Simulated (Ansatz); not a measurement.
# Ni wire along [100], 16 atoms a period: bands by functional and under strain, part 4 of 5

What gap, if any, does the Ni wire along [100], 16 atoms a period have, and how does it change with the functional and under strain?

Ansatz 0.2.0; DFT PBE, plane waves, PAW; relaxation of a wire's period (the session's first sound run).

So far, absolute moment (μB): step 2 (relaxing the period, PBE) 12.8; step 3 (the perfect wire, PBE) 12.8; step 4 (levels at the same atoms, k-mesh 1×1×25, LDA PBE) 12.1; step 5 (levels at the same atoms, k-mesh 1×1×25 (run 2), PBEsol PBE) 12.7.

## (8) At a strained period, period over the relaxed period 0.94, k-mesh 1×1×27

This step: DFT PBE, plane waves, PAW; relaxation at a fixed period (Ansatz 0.2.0).

The period is set to 0.94 times the relaxed one and the atoms relax within it: strain changes bond lengths and angles, which shifts the bands against each other. Against the first PBE run of this kind, the mesh along the wire has 27 points against 34.

The cell differs from the one that the last finished run ended in (c 2.424 → 2.278 Å).

input.yaml

```yaml
crystal:
  lattice:
    - [13.84, 0.0, 0.0]
    - [0.0, 12.08, 0.0]
    - [0.0, 0.0, 2.2783931247]
  atoms:
    - { symbol: Ni, position: [0.215564183, 0.406887617, 0.0], spin: 0.8 }
    - { symbol: Ni, position: [0.322396368, 0.249492111, 0.0], spin: 0.77 }
    - { symbol: Ni, position: [0.304514778, 0.578091262, 0.0], spin: 0.74 }
    - { symbol: Ni, position: [0.520782534, 0.416698025, 0.0], spin: 0.71 }
    - { symbol: Ni, position: [0.512957695, 0.755362467, 0.0], spin: 0.74 }
    - { symbol: Ni, position: [0.627249477, 0.25246354, 0.0], spin: 0.73 }
    - { symbol: Ni, position: [0.618910224, 0.589975467, 0.0], spin: 0.72 }
    - { symbol: Ni, position: [0.828446994, 0.433961875, 0.0], spin: 0.74 }
    - { symbol: Ni, position: [0.36606219, 0.414512797, 0.5], spin: 0.68 }
    - { symbol: Ni, position: [0.361206695, 0.74020036, 0.5], spin: 0.76 }
    - { symbol: Ni, position: [0.474391194, 0.246141869, 0.5], spin: 0.7 }
    - { symbol: Ni, position: [0.463092861, 0.583741494, 0.5], spin: 0.76 }
    - { symbol: Ni, position: [0.676111298, 0.423014456, 0.5], spin: 0.79 }
    - { symbol: Ni, position: [0.664770323, 0.755287663, 0.5], spin: 0.75 }
    - { symbol: Ni, position: [0.780071249, 0.267420604, 0.5], spin: 0.74 }
    - { symbol: Ni, position: [0.772142457, 0.595357666, 0.5], spin: 0.74 }
magnetization:
  spin_polarized: true
kpoints:
  mp_grid: { grid: [1, 1, 27] }
  band_path: { path: ["Γ", Z], npoints: 50 }
scf:
  occupations: { method: fermi_dirac, width: 0.05 }
hamiltonian:
  xc: pbe
relax:
  max_steps: 40
  f_tol: 0.02
output:
  stress: true
```

On the command line:

```console
> ansatz run input.yaml --threads 4 --pin off --max-ram 16384MiB --backend cpu --events-out ev --progress --plain --runs-dir out
```

Numbers of over 12 decimals in the logs are rounded to 6 here.

The log of the run:

```text
Warning: output.stress: scf.convergence.dr2_threshold = 1e-7 eV (the SCF's general default) is looser than the 1.6e-9 eV advised for a printed stress (1e-10 eV for each atom of the cell: 16). What an SCF threshold leaves in a stress goes as its square root, and in the free energy as the threshold itself, and one threshold admits the most on a small cell: [figures from the program's tests cut] Every solve of this run  [...]
[...]
Crystal: 16 atoms, lattice volume = 380.918 Å³
Basis set: ecut = 420 eV, 7453 PW (Γ), exchange–correlation on 192×162×32 points (8 copies of the dense FFT grid, shifted against one another)
Bands: 180, of which v1, the nominal top of the filled ones, is band 144 counted from 1 (143 counted from 0)
Symmetry: 2 space group operations
[...]
k-points: 14 of 27
[...]
Starting moments: Σ|m| = 11.87 μB on 16 of 16 sites
[...]
SCF iter   1: F=—  HF=-93406.322143 eV  |F-HF|=—  |Δ(HF+E_count)|=         —  Δρ=3.34e-2 (↑1.84e-2 ↓3.34e-2)  dr2=2.08e1  dr2_m=1.06e0  M=12.538 μB ∫|m|=13.067 μB  β_m=0.30  ethr=3.10e-3  ⟨swp⟩=7.4  Hψ=21493  notcnv=0  defer=390
[...]
SCF iter  13: F=-93424.148682 eV  HF=-93424.148690 eV  |F-HF|=7.70e-6  |Δ(HF+E_count)|=   9.76e-7  Δρ=3.90e-5 (↑1.03e-5 ↓3.90e-5)  dr2=8.69e-6  dr2_m=1.01e-6  M=10.800 μB ∫|m|=12.228 μB  ethr=2.32e-9  ⟨swp⟩=2.5  Hψ=18221  notcnv=0
SCF 1 converged in 13 iterations: F = -93424.148682 eV  dr2 = 8.69e-6
[...]
relax step   1: F+E_penalty+E_count = -93424.14868206 eV  Δ(F+E_penalty+E_count) = +0.000e0 eV  max|allowed force component| = 4.967e-1 eV/Å  Δτ_max = 0.0000 Å  (13 SCF iters, dr2 threshold 1.00e-5 eV, accepted)
[...]
SCF iter   8: F=-93424.238400 eV  HF=-93424.238406 eV  |F-HF|=5.50e-6  |Δ(HF+E_count)|=   1.98e-6  Δρ=3.44e-5 (↑9.63e-6 ↓3.44e-5)  dr2=5.80e-6  dr2_m=8.31e-7  M=10.830 μB ∫|m|=12.282 μB  ethr=4.46e-9  ⟨swp⟩=2.6  Hψ=17081  notcnv=0
SCF 2 converged in 8 iterations: F = -93424.238400 eV  dr2 = 5.80e-6
relax step   2: F+E_penalty+E_count = -93424.23840044 eV  Δ(F+E_penalty+E_count) = -8.972e-2 eV  max|allowed force component| = 3.116e-1 eV/Å  Δτ_max = 0.0400 Å  (8 SCF iters, dr2 threshold 1.54e-5 eV, accepted)
SCF iter   1: F=—  HF=-93424.306312 eV  |F-HF|=—  |Δ(HF+E_count)|=         —  Δρ=4.84e-3 (↑3.42e-3 ↓4.84e-3)  dr2=2.25e-1  dr2_m=2.33e-2  M=10.846 μB ∫|m|=12.322 μB  β_m=0.30  ethr=8.34e-4  ⟨swp⟩=4.3  Hψ=10762  notcnv=0  defer=580
[...]
SCF iter  10: F=-93424.293607 eV  HF=-93424.293612 eV  |F-HF|=4.48e-6  |Δ(HF+E_count)|=   1.18e-7  Δρ=2.65e-5 (↑7.19e-6 ↓2.65e-5)  dr2=4.71e-6  dr2_m=3.91e-7  M=10.864 μB ∫|m|=12.351 μB  ethr=1.43e-9  ⟨swp⟩=2.7  Hψ=16210  notcnv=0
SCF 3 converged in 10 iterations: F = -93424.293607 eV  dr2 = 4.71e-6
relax step   3: F+E_penalty+E_count = -93424.29360719 eV  Δ(F+E_penalty+E_count) = -5.521e-2 eV  max|allowed force component| = 7.109e-2 eV/Å  Δτ_max = 0.0692 Å  (10 SCF iters, dr2 threshold 6.07e-6 eV, accepted)
[...]
relax step   4: F+E_penalty+E_count = -93424.29610937 eV  Δ(F+E_penalty+E_count) = -2.502e-3 eV  max|allowed force component| = 5.097e-2 eV/Å  Δτ_max = 0.0377 Å  (12 SCF iters, accepted)
SCF iter   1: F=—  HF=-93424.297525 eV  |F-HF|=—  |Δ(HF+E_count)|=         —  Δρ=9.96e-4 (↑6.85e-4 ↓9.96e-4)  dr2=6.52e-3  dr2_m=1.05e-3  M=10.853 μB ∫|m|=12.343 μB  β_m=0.65  ethr=2.94e-5  ⟨swp⟩=3.5  Hψ=9109  notcnv=0  defer=574
[...]
SCF iter  11: F=-93424.297785 eV  HF=-93424.297785 eV  |F-HF|=7.55e-9  |Δ(HF+E_count)|=   1.14e-8  Δρ=1.45e-6 (↑3.13e-7 ↓1.45e-6)  dr2=8.89e-9  dr2_m=1.86e-9  M=10.857 μB ∫|m|=12.349 μB  ethr=1.47e-11  ⟨swp⟩=2.9  Hψ=17229  notcnv=0
SCF 5 converged in 11 iterations: F = -93424.297785 eV  dr2 = 8.89e-9
relax step   5: F+E_penalty+E_count = -93424.29778467 eV  Δ(F+E_penalty+E_count) = -1.675e-3 eV  max|allowed force component| = 5.566e-3 eV/Å  Δτ_max = 0.0140 Å  (11 SCF iters, accepted)
[...]
the band table was solved once a step of the walk had ended and its energy, with any forces and stress, was formed, with the checks that follow a solve (22187 applications of the Hamiltonian). They found nothing against the state; the energy, forces and stress were not computed again (output.eigenvalues in the input reference)
[...]
SCF converged after 11 iterations
Magnetization: 10.8569 μB (149.4284 up, 138.5716 down)
Absolute magnetization: 12.3605 μB (∫|ρ↑−ρ↓|, with the PAW one-centre terms)
[...]
Per-site moments (μB) at R_I (Å): [(0.795772, 0.939837), (0.755100, 0.939837), (0.719264, 0.939837), (0.688004, 0.939837), (0.706571, 0.939837), (0.702124, 0.939837), (0.687770, 0.939837), (0.700129, 0.939837), (0.638350, 0.939837), (0.730729, 0.939837), (0.680331, 0.939837), (0.726432, 0.939837), (0.761874, 0.939837), (0.729129, 0.939837), (0.734318, 0.939837), (0.742505, 0.939837)]
Free energy (F): -93424.297785 eV
[...]
Internal energy: -93424.033654 eV  (E = F + TS)
E sigma→0 (E₀):  -93424.165719 eV
Entropy (-TS):   -0.264131 eV (-16.508 meV/atom)
Fermi energy:    5.812857 eV
[...]
--- Forces (eV/Å), atoms counted from 1 ---
  atom   1  Ni     0.00120478    -0.00043337     0.00000000
  atom   2  Ni     0.00260930    -0.00091172     0.00000000
  atom   3  Ni     0.00078946     0.00185856     0.00000000
  atom   4  Ni    -0.00010467     0.00130454     0.00000000
  atom   5  Ni    -0.00041806     0.00227443     0.00000000
  atom   6  Ni    -0.00145948    -0.00213107     0.00000000
  atom   7  Ni     0.00090567    -0.00199866     0.00000000
  atom   8  Ni    -0.00140204    -0.00121948     0.00000000
  atom   9  Ni     0.00029915    -0.00156699     0.00000000
  atom  10  Ni     0.00060467     0.00116989     0.00000000
  atom  11  Ni    -0.00058356     0.00430688     0.00000000
  atom  12  Ni    -0.00057429    -0.00556446     0.00000000
  atom  13  Ni     0.00160027    -0.00183893     0.00000000
  atom  14  Ni    -0.00012154     0.00246364     0.00000000
  atom  15  Ni     0.00025150     0.00117982     0.00000000
  atom  16  Ni    -0.00360923     0.00112893     0.00000000
  max |Σ_I F_I| component: 2.20e-5 eV/Å
--- Stress (GPa, compression-positive) ---
       -0.089927       0.006221       0.000000
        0.006220      -0.007758       0.000000
        0.000000       0.000000      11.005016
  P = ⅓ Tr σ = 3.6358 GPa (36.358 kbar)
--- Band table (eV; the first three rows and the last of 28) ---
  k-point 0 ↑: bands = [... 140 lower, 5.1221, 5.1633, 5.1731, 5.1882, 5.1892, 5.2084, 5.2497, 5.2653, ... 32 higher]
  k-point 1 ↑: bands = [... 140 lower, 5.0988, 5.1090, 5.1296, 5.1652, 5.1705, 5.1977, 5.2169, 5.2477, ... 32 higher]
  k-point 2 ↑: bands = [... 140 lower, 5.0405, 5.0689, 5.0902, 5.1124, 5.1439, 5.1618, 5.1905, 5.2050, ... 32 higher]
  k-point 13 ↓: bands = [... 140 lower, 6.2829, 6.3146, 6.3995, 6.4457, 7.6535, 7.7638, 7.9275, 7.9681, ... 32 higher]
--- Relaxed structure (5 steps of the walk, 5 accepted, 0 SCFs on fresh bases) ---
  F+E_penalty+E_count = -93424.29778467 eV   max|allowed force component| = 5.566e-3 eV/Å
  atoms:
    - { symbol: Ni, position: [0.211158, 0.403307, 0.0] }
    - { symbol: Ni, position: [0.315322, 0.244224, 0.0] }
    - { symbol: Ni, position: [0.297021, 0.577741, 0.0] }
    - { symbol: Ni, position: [0.523163, 0.416204, 0.0] }
    - { symbol: Ni, position: [0.514306, 0.758760, 0.0] }
    - { symbol: Ni, position: [0.627293, 0.250651, 0.0] }
    - { symbol: Ni, position: [0.617976, 0.591922, 0.0] }
    - { symbol: Ni, position: [0.838004, 0.435318, 0.0] }
    - { symbol: Ni, position: [0.365549, 0.412631, 0.5] }
    - { symbol: Ni, position: [0.358931, 0.741997, 0.5] }
    - { symbol: Ni, position: [0.470972, 0.242990, 0.5] }
    - { symbol: Ni, position: [0.459049, 0.584348, 0.5] }
    - { symbol: Ni, position: [0.681417, 0.424072, 0.5] }
    - { symbol: Ni, position: [0.669938, 0.759575, 0.5] }
    - { symbol: Ni, position: [0.783424, 0.266857, 0.5] }
    - { symbol: Ni, position: [0.775149, 0.598013, 0.5] }
```

The job ended after 12 min (4 threads of Arm Neoverse V1, shared host; peak memory 4.1 GiB).

Step by step:

```
step  energy less that of the first step (eV)  largest force component (eV/Å)
   1                                   0.0000                          0.4967
   2                                  -0.0897                          0.3116
   3                                  -0.1449                          0.0711
   4                                  -0.1474                          0.0510
   5                                  -0.1491                          0.0056
```

Forces are held to the 2 operations that the run works with; a distortion that breaks them can't arise in this run.

The atoms that moved most (Å):

```
atom      dx      dy     dz  length
 Ni8   0.132   0.016  0.000   0.133
 Ni2  -0.098  -0.064  0.000   0.117
 Ni3  -0.104  -0.004  0.000   0.104
Ni14   0.072   0.052  0.000   0.088
 Ni1  -0.061  -0.043  0.000   0.075
Ni13   0.073   0.013  0.000   0.075
Ni11  -0.047  -0.038  0.000   0.061
Ni12  -0.056   0.007  0.000   0.056
```

The relaxed structure:

```cif
data_structure
_symmetry_space_group_name_H-M 'P 1'
_symmetry_Int_Tables_number 1
_cell_length_a 13.8400
_cell_length_b 12.0800
_cell_length_c 2.2784
_cell_angle_alpha 90.000
_cell_angle_beta 90.000
_cell_angle_gamma 90.000
_cell_volume 380.92
loop_
_atom_site_label
_atom_site_type_symbol
_atom_site_fract_x
_atom_site_fract_y
_atom_site_fract_z
_atom_site_occupancy
Ni1 Ni 0.21116 0.40331 0.00000 1
Ni2 Ni 0.31532 0.24422 0.00000 1
Ni3 Ni 0.29702 0.57774 0.00000 1
Ni4 Ni 0.52316 0.41620 0.00000 1
Ni5 Ni 0.51431 0.75876 0.00000 1
Ni6 Ni 0.62729 0.25065 0.00000 1
Ni7 Ni 0.61798 0.59192 0.00000 1
Ni8 Ni 0.83800 0.43532 0.00000 1
Ni9 Ni 0.36555 0.41263 0.50000 1
Ni10 Ni 0.35893 0.74200 0.50000 1
Ni11 Ni 0.47097 0.24299 0.50000 1
Ni12 Ni 0.45905 0.58435 0.50000 1
Ni13 Ni 0.68142 0.42407 0.50000 1
Ni14 Ni 0.66994 0.75958 0.50000 1
Ni15 Ni 0.78342 0.26686 0.50000 1
Ni16 Ni 0.77515 0.59801 0.50000 1
```

This step gave:

| Property | Result |
| --- | --- |
| energy at zero smearing | -93424.1657 eV |
| total moment | 10.86 μB |
| absolute moment | 12.36 μB |

Site moment by atom:

```
atom  site moment (μB)
 Ni1             0.796
 Ni2             0.755
 Ni3             0.719
 Ni4             0.688
 Ni5             0.707
 Ni6             0.702
 Ni7             0.688
 Ni8             0.700
 Ni9             0.638
Ni10             0.731
Ni11             0.680
Ni12             0.726
Ni13             0.762
Ni14             0.729
Ni15             0.734
Ni16             0.743
```

Bands cross the Fermi level, as under PBE at the relaxed period, with an absolute moment of 12.36 μB a cell.

## (9) Strain along the wire, period over the relaxed period 1.03, k-mesh 1×1×25

The period is set to 1.03 times the relaxed one and the atoms relax within it: strain changes bond lengths and angles, which shifts the bands against each other. Against the first PBE run of this kind, the mesh along the wire has 25 points against 34.

The cell differs from the one that the last finished run ended in (c 2.278 → 2.497 Å).

input.yaml, as its differences from that of step 8:

```diff
@@ -4,3 +4,3 @@
     - [0.0, 12.08, 0.0]
-    - [0.0, 0.0, 2.2783931247]
+    - [0.0, 0.0, 2.4965371473]
   atoms:
@@ -25,3 +25,3 @@
 kpoints:
-  mp_grid: { grid: [1, 1, 27] }
+  mp_grid: { grid: [1, 1, 25] }
   band_path: { path: ["Γ", Z], npoints: 50 }
```

The log of the run:

```text
[...]
Crystal: 16 atoms, lattice volume = 417.389 Å³
Basis set: ecut = 420 eV, 8135 PW (Γ), exchange–correlation on 192×162×36 points (8 copies of the dense FFT grid, shifted against one another)
Bands: 180, of which v1, the nominal top of the filled ones, is band 144 counted from 1 (143 counted from 0)
[...]
- { symbol: Ni, position: [0.619444, 0.588803, -6.300221620525582e-19] }
    - { symbol: Ni, position: [0.823645, 0.433441, -2.796324952425034e-19] }
[...]
- { symbol: Ni, position: [0.673403, 0.422664, 0.5] }
    - { symbol: Ni, position: [0.661946, 0.752871, 0.5] }
    - { symbol: Ni, position: [0.778560, 0.267801, 0.5] }
    - { symbol: Ni, position: [0.770863, 0.594273, 0.5] }
[key lines of the parts left out:]
SCF converged after 10 iterations
Magnetization: 11.3719 μB (149.6860 up, 138.3140 down)
Free energy (F): -93424.921182 eV
Fermi energy:    4.992732 eV
P = ⅓ Tr σ = -1.1064 GPa (-11.064 kbar)
```

The job ended after 11 min (4 threads; peak memory 4.4 GiB).

Relaxation path:

```
step  energy less that of the first step (eV)  largest force component (eV/Å)
   1                                   0.0000                          0.2174
   2                                  -0.0218                          0.1357
   3                                  -0.0336                          0.0279
   4                                  -0.0343                          0.0109
```

The run keeps the 2 symmetry operations that it works with, so distortions that break them were not tested.

The atoms that moved most (Å):

```
atom      dx      dy     dz  length
 Ni8  -0.066  -0.006  0.000   0.067
 Ni2   0.053   0.030  0.000   0.061
 Ni3   0.053   0.000  0.000   0.053
Ni14  -0.039  -0.029  0.000   0.049
Ni13  -0.037  -0.004  0.000   0.038
 Ni1   0.028   0.019  0.000   0.034
Ni11   0.026   0.019  0.000   0.033
Ni12   0.027  -0.003  0.000   0.027
```

Final coordinates:

```cif
data_structure
_symmetry_space_group_name_H-M 'P 1'
_symmetry_Int_Tables_number 1
_cell_length_a 13.8400
_cell_length_b 12.0800
_cell_length_c 2.4965
_cell_angle_alpha 90.000
_cell_angle_beta 90.000
_cell_angle_gamma 90.000
_cell_volume 417.39
loop_
_atom_site_label
_atom_site_type_symbol
_atom_site_fract_x
_atom_site_fract_y
_atom_site_fract_z
_atom_site_occupancy
Ni1 Ni 0.21761 0.40848 0.00000 1
Ni2 Ni 0.32623 0.25202 0.00000 1
Ni3 Ni 0.30835 0.57807 0.00000 1
Ni4 Ni 0.51955 0.41702 0.00000 1
Ni5 Ni 0.51202 0.75360 0.00000 1
Ni6 Ni 0.62742 0.25349 0.00000 1
Ni7 Ni 0.61944 0.58880 0.00000 1
Ni8 Ni 0.82364 0.43344 0.00000 1
Ni9 Ni 0.36630 0.41546 0.50000 1
Ni10 Ni 0.36199 0.73940 0.50000 1
Ni11 Ni 0.47630 0.24771 0.50000 1
Ni12 Ni 0.46503 0.58351 0.50000 1
Ni13 Ni 0.67340 0.42266 0.50000 1
Ni14 Ni 0.66195 0.75287 0.50000 1
Ni15 Ni 0.77856 0.26780 0.50000 1
Ni16 Ni 0.77086 0.59427 0.50000 1
```

Numbers from this step:

```yaml
energy_at_zero_smearing: -93424.7793 eV
total_moment: 11.37 μB
absolute_moment: 12.94 μB
```

Bands cross the Fermi level, as under PBE at the relaxed period, with an absolute moment of 12.94 μB a cell.

For the absolute moment, step 8 gave 12.4 μB; this run, with period over the relaxed period 1.03 and k-mesh 1×1×25, gives 12.9 μB (+5 %).

(Continued in part 5 of 5.)

[Logs are printed without paths, hosts, clocks, repeated set-up lines and the standing remarks that a program may print on its own settings, such as how far it seeks lower states.]

[Hosts, paths, dates, database ids (printed as entryN), source tags and the programs' standing remarks are cut or masked in the printed files.]
